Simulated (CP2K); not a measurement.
Consider 2-methylthiazole at its PBE geometry (Å).

```xyz
11

C     1.9619    0.0136    0.1257
C     0.4694    0.0254    0.0210
N    -0.3144   -0.9214    0.4844
C    -1.6385   -0.6358    0.2367
C    -1.8831    0.5413   -0.4243
S    -0.3952    1.3348   -0.7535
H     2.2680   -0.9097    0.6306
H     2.3351    0.8711    0.7031
H     2.4366    0.0480   -0.8649
H    -2.4048   -1.3343    0.5662
H    -2.8350    0.9668   -0.7251
```

Method: CP2K XAS_TDP, all-electron GAPW, PBEh(45%), aug-cc-pVDZ, TDA, no relativity.

Question: Where do the C K-edge lines lie, and how strong are they?

Leading lines: C1 284.87 eV, C2 282.33 eV, C4 282.19 eV and C5 281.90 eV. The leading line of an atom is its first one with 35 % of the strongest within 2.5 eV of its lowest line over the strength cut. 

The first six lines of each atom with a strength over 0.0015:

```csv
atom,energy (eV),states,"strength, one atom"
C1 (bonded to C and 3 H),284.10,1,0.0064
,284.87,1,0.0127
,285.13,1,0.0215
,285.24,1,0.0110
,285.91,1,0.0016
,286.43,1,0.0042
"C2 (bonded to C, N and S)",282.33,1,0.0587
,285.12,1,0.0387
,287.05,1,0.0023
,287.49,1,0.0025
,287.80,1,0.0045
,288.66,1,0.0064
"C4 (bonded to C, N and H)",282.19,1,0.0496
,284.39,1,0.0080
,285.06,1,0.0113
,285.34,1,0.0062
,285.86,1,0.0016
,286.56,1,0.0020
"C5 (bonded to C, S and H)",281.90,1,0.0480
,284.11,1,0.0319
,284.94,1,0.0132
,286.03,1,0.0053
,286.55,1,0.0017
,286.70,1,0.0018
```

Lines are vertical, at one geometry, with no vibrational structure. Without a correction of the core level, line positions, and the gaps between valence and Rydberg lines, follow the share of exact exchange. At this level such K lines come out 3 to 6 eV under measured ones. These values hold no scalar relativity, about 0.1 eV for C 1s. Rydberg lines, and the discretised continuum above threshold, depend on the basis and the box.

[Banner, clock and machine lines of the logs are left out without a mark of their own.]

[Logs are printed without paths, hosts, clocks, repeated set-up lines and the standing remarks that a program may print on its own settings, such as how far it seeks lower states.]

[Hosts, paths, dates, database ids (printed as entryN), source tags and the programs' standing remarks are cut or masked in the printed files.]
